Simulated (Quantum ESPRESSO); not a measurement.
# KMnF3: which magnetic order is lowest, part 2 of 2

Wanted: the moments of KMnF3 and the energy of each order that was tried.

Quantum ESPRESSO 7.5; LDA with U = 4 eV on Mn d (ortho-atomic projectors); plane waves with GBRV 1.5 LDA potentials, no spin-orbit coupling.

So far, absolute magnetization (μB): step 2 (start 1: ferro +) 5.00.

## (3) Run 2, typed as antiferro q=(0,1/2,1/2) +−

The cell is doubled to 10 atoms to hold this order. The wavevector q is in fractions of the reciprocal vectors of the crystal's primitive cell, as the cells of these inputs are built from it; moments change sign between cells as cos(2π q·R).

pw.in

```
&CONTROL
  calculation = 'scf'
  prefix = 'pwscf'
  outdir = './tmp'
  pseudo_dir = './pseudo'
  disk_io = 'nowf'
/
&SYSTEM
  ibrav = 0
  celldm(1) = 8
  nat = 10
  ntyp = 4
  ecutwfc = 40
  ecutrho = 280
  nbnd = 59
  occupations = 'smearing'
  smearing = 'fd'
  degauss = 0.00367493
  nspin = 2
  starting_magnetization(1) = 0
  starting_magnetization(2) = 0.3
  starting_magnetization(3) = -0.3
  starting_magnetization(4) = 0
/
&ELECTRONS
  conv_thr = 2d-08
  electron_maxstep = 150
  mixing_beta = 0.3
/
ATOMIC_SPECIES
K      39.0983 k_lda_v1.4.uspp.F.UPF
Mn1    54.9380 mn_lda_v1.5.uspp.F.UPF
Mn2    54.9380 mn_lda_v1.5.uspp.F.UPF
F      18.9984 f_lda_v1.4.uspp.F.UPF
CELL_PARAMETERS alat
   0.9895787067368    0.0000000000000    0.0000000000000
   0.0000000000000    1.9791574134737    0.0000000000000
   0.0000000000000    0.9895787067368    0.9895787067368
ATOMIC_POSITIONS crystal
K       0.5000000000    0.0000000000    0.5000000000
K       0.5000000000    0.5000000000    0.5000000000
Mn1     0.0000000000    0.0000000000    0.0000000000
Mn2     0.0000000000    0.5000000000    0.0000000000
F       0.5000000000    0.0000000000    0.0000000000
F       0.5000000000    0.5000000000    0.0000000000
F       0.0000000000    0.2500000000    0.0000000000
F       0.0000000000    0.7500000000    0.0000000000
F       0.0000000000    0.7500000000    0.5000000000
F       0.0000000000    0.2500000000    0.5000000000
K_POINTS automatic
6 3 6 0 0 0
HUBBARD {ortho-atomic}
U Mn1-3d 4.0000
U Mn2-3d 4.0000
```

Started as:

```
$ OMP_NUM_THREADS=1 mpirun -n 4 pw.x -nk 4 -in pw.in > pw.out
```

The log of the run:

```text
[banner, memory and clock lines left out]
Program PWSCF v.7.5 starts

     Message from routine setup:
     using ibrav=0 with symmetry is DISCOURAGED, use correct ibrav instead

     bravais-lattice index     =            0
     lattice parameter (alat)  =       8.0000  a.u.
     unit-cell volume          =     992.3183 (a.u.)^3
     number of atoms/cell      =           10
     number of atomic types    =            4
     number of electrons       =        90.00
     number of Kohn-Sham states=           59
     kinetic-energy cutoff     =      40.0000  Ry
     charge density cutoff     =     280.0000  Ry
     scf convergence threshold =      2.0E-08
     mixing beta               =       0.3000
     number of iterations used =            8  plain     mixing
     Exchange-correlation=  SLA  PZ   NOGX NOGC
                           (   1   1   0   0   0   0   0)
     Hubbard projectors: ortho-atomic
     Hubbard parameters of DFT+U (Dudarev formulation) in eV:
     U(Mn1-3d) =  4.0000
     U(Mn2-3d) =  4.0000

     Internal variables: lda_plus_u =T, lda_plus_u_kind = 0

     Internal variables: orbital_resolved =F, hub_pot_fix =F, apply_U = F

     celldm(1)=   8.000000  celldm(2)=   0.000000  celldm(3)=   0.000000
     celldm(4)=   0.000000  celldm(5)=   0.000000  celldm(6)=   0.000000

     crystal axes: (cart. coord. in units of alat)
               a(1) = (   0.989579   0.000000   0.000000 )
               a(2) = (   0.000000   1.979157   0.000000 )
               a(3) = (   0.000000   0.989579   0.989579 )

     reciprocal axes: (cart. coord. in units 2 pi/alat)
               b(1) = (  1.010531  0.000000  0.000000 )
               b(2) = (  0.000000  0.505266 -0.505266 )
               b(3) = (  0.000000  0.000000  1.010531 )

     PseudoPot. # 1 for K  read from file:
     k_lda_v1.4.uspp.F.UPF
     Pseudo is Ultrasoft + core correction, Zval =  9.0

     PseudoPot. # 2 for Mn read from file:
     mn_lda_v1.5.uspp.F.UPF
     Pseudo is Ultrasoft + core correction, Zval = 15.0

     PseudoPot. # 3 for Mn read from file:
     mn_lda_v1.5.uspp.F.UPF
     Pseudo is Ultrasoft + core correction, Zval = 15.0

     PseudoPot. # 4 for F  read from file:
     f_lda_v1.4.uspp.F.UPF
     Pseudo is Ultrasoft, Zval =  7.0

     atomic species   valence    mass     pseudopotential
     K                 9.00    39.09830     K ( 1.00)
     Mn1              15.00    54.93800     Mn( 1.00)
     Mn2              15.00    54.93800     Mn( 1.00)
     F                 7.00    18.99840     F ( 1.00)

     Starting magnetic structure
     atomic species   magnetization
     K               0.000
     Mn1             0.300
     Mn2            -0.300
     F               0.000

     16 Sym. Ops., with inversion, found

   Cartesian axes

     site n.     atom                  positions (alat units)
         1        K      tau(   1) = (   0.4947894   0.4947894   0.4947894  )
         2        K      tau(   2) = (   0.4947894   1.4843681   0.4947894  )
         3        Mn1    tau(   3) = (   0.0000000   0.0000000   0.0000000  )
         4        Mn2    tau(   4) = (   0.0000000   0.9895787   0.0000000  )
         5        F      tau(   5) = (   0.4947894   0.0000000   0.0000000  )
         6        F      tau(   6) = (   0.4947894   0.9895787   0.0000000  )
         7        F      tau(   7) = (   0.0000000   0.4947894   0.0000000  )
         8        F      tau(   8) = (   0.0000000   1.4843681   0.0000000  )
         9        F      tau(   9) = (   0.0000000   1.9791574   0.4947894  )
        10        F      tau(  10) = (   0.0000000   0.9895787   0.4947894  )

     number of k points=    24  Fermi-Dirac smearing, width (Ry)=  0.0037
                       cart. coord. in units 2pi/alat
        k(    1) = (   0.0000000   0.0000000   0.0000000), wk =   0.0092593
        k(    2) = (   0.0000000   0.0000000   0.1684218), wk =   0.0370370
        k(    3) = (   0.0000000   0.0000000   0.3368437), wk =   0.0370370
        k(    4) = (   0.0000000   0.0000000  -0.5052655), wk =   0.0092593
        k(    5) = (   0.0000000   0.1684218  -0.1684218), wk =   0.0370370
        [... 19 further k-points ...]

     Dense  grid:    78483 G-vectors     FFT dimensions: (  45,  90,  60)

     Smooth grid:    34035 G-vectors     FFT dimensions: (  32,  64,  45)

     Check: negative core charge=   -0.000025
     Generating pointlists ...
     new r_m :   0.2886 (alat units)  2.3091 (a.u.) for type    1
     new r_m :   0.2041 (alat units)  1.6328 (a.u.) for type    2
     new r_m :   0.2041 (alat units)  1.6328 (a.u.) for type    3
     new r_m :   0.2041 (alat units)  1.6328 (a.u.) for type    4

     Initial potential from superposition of free atoms

     starting charge      87.9943, renormalised to      90.0000

     STARTING HUBBARD OCCUPATIONS:

     =================== HUBBARD OCCUPATIONS ===================
     ------------------------ ATOM    3 ------------------------
     Tr[ns(  3)] (up, down, total) =   5.00000  0.00000  5.00000
     Atomic magnetic moment for atom   3 =   5.00000
     [... lines left out ...]
     ------------------------ ATOM    4 ------------------------
     Tr[ns(  4)] (up, down, total) =   0.00000  5.00000  5.00000
     Atomic magnetic moment for atom   4 =  -5.00000
     [... lines left out ...]
     Number of occupied Hubbard levels =   10.0000

     Atomic wfc used for Hubbard projectors are orthogonalized

     Starting wfcs are   66 randomized atomic wfcs

     Self-consistent Calculation

     iteration #  1     ecut=    40.00 Ry     beta= 0.30
     Davidson diagonalization with overlap
     ethr =  1.00E-02,  avg # of iterations =  6.7

     =================== HUBBARD OCCUPATIONS ===================
     ------------------------ ATOM    3 ------------------------
     Tr[ns(  3)] (up, down, total) =   4.95666  0.16076  5.11743
     Atomic magnetic moment for atom   3 =   4.79590
     [... lines left out ...]
     ------------------------ ATOM    4 ------------------------
     Tr[ns(  4)] (up, down, total) =   0.16073  4.95686  5.11759
     Atomic magnetic moment for atom   4 =  -4.79612
     [... lines left out ...]
     Number of occupied Hubbard levels =   10.2350

     Threshold (ethr) on eigenvalues was too large:
     Diagonalizing with lowered threshold

     Davidson diagonalization with overlap
     ethr =  7.90E-04,  avg # of iterations =  2.6

     total energy              =    -828.31755080 Ry
     estimated scf accuracy    <       0.73152622 Ry

     total magnetization       =    -0.00 Bohr mag/cell
     absolute magnetization    =     9.73 Bohr mag/cell

     iteration #  2     ecut=    40.00 Ry     beta= 0.30
     Davidson diagonalization with overlap
     ethr =  8.13E-04,  avg # of iterations =  2.2

     total energy              =    -828.39351633 Ry
     estimated scf accuracy    <       0.09620970 Ry

     total magnetization       =     0.00 Bohr mag/cell
     absolute magnetization    =     9.71 Bohr mag/cell

     [... further iterations left out ...]

     iteration # 10     ecut=    40.00 Ry     beta= 0.30
     Davidson diagonalization with overlap
     ethr =  7.29E-11,  avg # of iterations =  4.2

     negative rho (up, down):  4.474E-04 4.474E-04

     total energy              =    -828.40757656 Ry
     estimated scf accuracy    <       0.00000022 Ry

     total magnetization       =    -0.00 Bohr mag/cell
     absolute magnetization    =     9.73 Bohr mag/cell

     iteration # 11     ecut=    40.00 Ry     beta= 0.30
     Davidson diagonalization with overlap
     ethr =  7.29E-11,  avg # of iterations =  3.7

     negative rho (up, down):  4.472E-04 4.472E-04

     Magnetic moment per site  (integrated on atomic sphere of radius R)
     atom   1 (R=0.289)  charge=  7.6993  magn= -0.0000
     atom   2 (R=0.289)  charge=  7.6993  magn=  0.0000
     atom   3 (R=0.204)  charge= 12.3244  magn=  4.1863
     atom   4 (R=0.204)  charge= 12.3244  magn= -4.1863
     atom   5 (R=0.204)  charge=  6.6580  magn=  0.0575
     atom   6 (R=0.204)  charge=  6.6580  magn= -0.0575
     atom   7 (R=0.204)  charge=  6.6580  magn=  0.0000
     atom   8 (R=0.204)  charge=  6.6580  magn=  0.0000
     atom   9 (R=0.204)  charge=  6.6581  magn=  0.0000
     atom  10 (R=0.204)  charge=  6.6581  magn=  0.0000

     End of self-consistent calculation

     =================== HUBBARD OCCUPATIONS ===================
     ------------------------ ATOM    3 ------------------------
     Tr[ns(  3)] (up, down, total) =   4.98272  0.23827  5.22098
     Atomic magnetic moment for atom   3 =   4.74445
     [... lines left out ...]
     ------------------------ ATOM    4 ------------------------
     Tr[ns(  4)] (up, down, total) =   0.23827  4.98272  5.22098
     Atomic magnetic moment for atom   4 =  -4.74445
     [... lines left out ...]
     Number of occupied Hubbard levels =   10.4420

     [... lines left out ...]
     the Fermi energy is     6.7701 ev

!    total energy              =    -828.40757662 Ry
     estimated scf accuracy    <          1.6E-09 Ry
     smearing contrib. (-TS)   =      -0.00000000 Ry
     internal energy E=F+TS    =    -828.40757662 Ry

     The total energy is F=E-TS. E is the sum of the following terms:
     one-electron contribution =    -496.68451757 Ry
     hartree contribution      =     287.56379155 Ry
     xc contribution           =    -125.78642835 Ry
     ewald contribution        =    -493.57122332 Ry
     Hubbard energy            =       0.07080108 Ry

     total magnetization       =     0.00 Bohr mag/cell
     absolute magnetization    =     9.73 Bohr mag/cell

     convergence has been achieved in  11 iterations
```

Wall time 59 s (4 MPI ranks of AMD EPYC 9R14 (Zen 4), shared host); peak memory 0.92 GiB; 3.9 min of CPU time.

Spin moment in the atom's sphere by atom:

| atom | spin moment in the atom's sphere (μB) |
| --- | --- |
| K1 | 0.00 |
| K2 | 0.00 |
| Mn3 | 4.19 |
| Mn4 | -4.19 |
| F5 | 0.06 |
| F6 | -0.06 |
| F7 | 0.00 |
| F8 | 0.00 |
| F9 | 0.00 |
| F10 | 0.00 |

This step gave:

| Property | Result |
| --- | --- |
| smearing term TS | 4.68e-14 eV |
| magnetization | 0 μB |
| absolute magnetization | 9.733 μB |
| final state | antiferromagnetic |

## (4) Start 3: antiferro q=(1/2,1/2,1/2) +−

This order needs a doubled cell of 10 atoms.

pw.in

```
&CONTROL
  calculation = 'scf'
  prefix = 'pwscf'
  outdir = './tmp'
  pseudo_dir = './pseudo'
  disk_io = 'nowf'
/
&SYSTEM
  ibrav = 0
  celldm(1) = 8
  nat = 10
  ntyp = 4
  ecutwfc = 40
  ecutrho = 280
  nbnd = 59
  occupations = 'smearing'
  smearing = 'fd'
  degauss = 0.00367493
  nspin = 2
  starting_magnetization(1) = 0
  starting_magnetization(2) = 0.3
  starting_magnetization(3) = -0.3
  starting_magnetization(4) = 0
/
&ELECTRONS
  conv_thr = 2d-08
  electron_maxstep = 150
  mixing_beta = 0.3
/
ATOMIC_SPECIES
K      39.0983 k_lda_v1.4.uspp.F.UPF
Mn1    54.9380 mn_lda_v1.5.uspp.F.UPF
Mn2    54.9380 mn_lda_v1.5.uspp.F.UPF
F      18.9984 f_lda_v1.4.uspp.F.UPF
CELL_PARAMETERS alat
   1.9791574134737    0.0000000000000    0.0000000000000
   0.9895787067368    0.9895787067368    0.0000000000000
   0.9895787067368    0.0000000000000    0.9895787067368
ATOMIC_POSITIONS crystal
K       0.7500000000    0.5000000000    0.5000000000
K       0.2500000000    0.5000000000    0.5000000000
Mn1     0.0000000000    0.0000000000    0.0000000000
Mn2     0.5000000000    0.0000000000    0.0000000000
F       0.2500000000    0.0000000000    0.0000000000
F       0.7500000000    0.0000000000    0.0000000000
F       0.7500000000    0.5000000000    0.0000000000
F       0.2500000000    0.5000000000    0.0000000000
F       0.7500000000    0.0000000000    0.5000000000
F       0.2500000000    0.0000000000    0.5000000000
K_POINTS automatic
3 6 6 0 0 0
HUBBARD {ortho-atomic}
U Mn1-3d 4.0000
U Mn2-3d 4.0000
```

The log of the run:

```text
     [... lines left out ...]
Program PWSCF v.7.5 starts
     [... lines left out ...]
     number of atoms/cell      =           10
     [... lines left out ...]
     number of electrons       =        90.00
     number of Kohn-Sham states=           59
     kinetic-energy cutoff     =      40.0000  Ry
     charge density cutoff     =     280.0000  Ry
     scf convergence threshold =      2.0E-08
     [... lines left out ...]
     48 Sym. Ops., with inversion, found
     [... lines left out ...]
     number of k points=    10  Fermi-Dirac smearing, width (Ry)=  0.0037
     [... lines left out ...]
     iteration #  9     ecut=    40.00 Ry     beta= 0.30
     [... lines left out ...]
     Magnetic moment per site  (integrated on atomic sphere of radius R)
     atom   1 (R=0.289)  charge=  7.6994  magn= -0.0000
     atom   2 (R=0.289)  charge=  7.6994  magn= -0.0000
     atom   3 (R=0.204)  charge= 12.3257  magn=  4.1788
     atom   4 (R=0.204)  charge= 12.3257  magn= -4.1788
     atom   5 (R=0.204)  charge=  6.6577  magn= -0.0000
     atom   6 (R=0.204)  charge=  6.6577  magn= -0.0000
     atom   7 (R=0.204)  charge=  6.6577  magn= -0.0000
     atom   8 (R=0.204)  charge=  6.6577  magn= -0.0000
     atom   9 (R=0.204)  charge=  6.6577  magn= -0.0000
     atom  10 (R=0.204)  charge=  6.6577  magn= -0.0000
     [... lines left out ...]
     Tr[ns(  3)] (up, down, total) =   4.98180  0.24331  5.22511
     [... lines left out ...]
     Tr[ns(  4)] (up, down, total) =   0.24330  4.98180  5.22510
     [... lines left out ...]
     the Fermi energy is     6.7152 ev
!    total energy              =    -828.40921070 Ry
     estimated scf accuracy    <       0.00000002 Ry
     smearing contrib. (-TS)   =      -0.00000000 Ry
     [... lines left out ...]
     total magnetization       =    -0.00 Bohr mag/cell
     absolute magnetization    =     9.61 Bohr mag/cell
     convergence has been achieved in   9 iterations
```

Run time: 28 s. Hardware: 4 MPI ranks; peak memory 0.71 GiB; 1.8 min of CPU time.

Spin moment in the atom's sphere by atom:

| atom | spin moment in the atom's sphere (μB) |
| --- | --- |
| K1 | 0.00 |
| K2 | 0.00 |
| Mn3 | 4.18 |
| Mn4 | -4.18 |
| F5 | 0.00 |
| F6 | 0.00 |
| F7 | 0.00 |
| F8 | 0.00 |
| F9 | 0.00 |
| F10 | 0.00 |

Numbers from this step:

```yaml
smearing_term_ts: 1.07e-15 eV
magnetization: 0 μB
absolute_magnetization: 9.607 μB
final_state: antiferromagnetic
```

## (5) The states side by side

An order is kept where moments of 0.15 μB or more survive with the typed signs; meshes match where a doubled cell samples the same k points as the first cell.

Orders:

| start | final state | typed order kept | energy over the lowest (meV a seeded atom) | largest site moment (μB) | net moment (μB a cell of the first run) | mesh matched | CPU time (s) |
| --- | --- | --- | --- | --- | --- | --- | --- |
| ferro + | ferromagnetic | yes | 36.45 | 4.203 | 5 | yes | 39.26 |
| antiferro q=(0,1/2,1/2) +- | antiferromagnetic | yes | 11.12 | 4.186 | 0 | yes | 236.8 |
| antiferro q=(1/2,1/2,1/2) +- | antiferromagnetic | yes | 0 | 4.179 | 0 | yes | 109.4 |

## (6) Energy mapping

E = −Σ J e·e over ordered pairs of unit vectors, so each pair counts twice. As many shells are taken as there are differences of energy, so the couplings are solved for and no residual tests the model; further shells are folded in, and shells whose pairs keep their relative signs in all orders cancel and are not probed. Couplings from the energies:

| pair | distance (Å) | neighbours an atom | J (meV) |
| --- | --- | --- | --- |
| Mn-Mn | 4.189 | 6 | -3.037 |
| Mn-Mn | 5.925 | 12 | -0.06451 |

## (7) Occupations of the corrected shells in the lowest state

Occupations of the Hubbard shells:

| block | type | shell | spin | electrons | occupation numbers |
| --- | --- | --- | --- | --- | --- |
| 3 | Mn1 | 3d | up | 4.982 | 0.993 0.993 0.998 0.998 0.998 |
| 3 | Mn1 | 3d | down | 0.2433 | 0.027 0.027 0.027 0.081 0.081 |
| 4 | Mn2 | 3d | up | 0.2433 | 0.027 0.027 0.027 0.081 0.081 |
| 4 | Mn2 | 3d | down | 4.982 | 0.993 0.993 0.998 0.998 0.998 |

## (8) Summary of results

| Item | Value |
| --- | --- |
| lowest state found | antiferromagnetic (from antiferro q=(1/2,1/2,1/2) +-) |
| largest site moment | 4.18 μB |
| next state with moments | antiferromagnetic, 11.1 meV a seeded atom higher |
| J of the weightiest shell (Mn-Mn, 4.19 Å; E = −Σ J e·e, ordered pairs) | -3.04 meV |

What this shows: The largest moment changes by 0.58 % between the kept orders, as for well localised moments. This is the lowest of 3 collinear or spinless starts, no proof of the ground state.

[Logs and program files are shortened in this print: banners, set-up blocks, solver, clock and traceback lines can be left out without a mark of their own.]

[Logs are printed without paths, hosts, clocks, repeated set-up lines and the standing remarks that a program may print on its own settings, such as how far it seeks lower states.]

[Hosts, paths, dates, database ids (printed as entryN), source tags and the programs' standing remarks are cut or masked in the printed files.]

[Where a cell is said to come from a database of computed structures, the database is the Materials Project.]
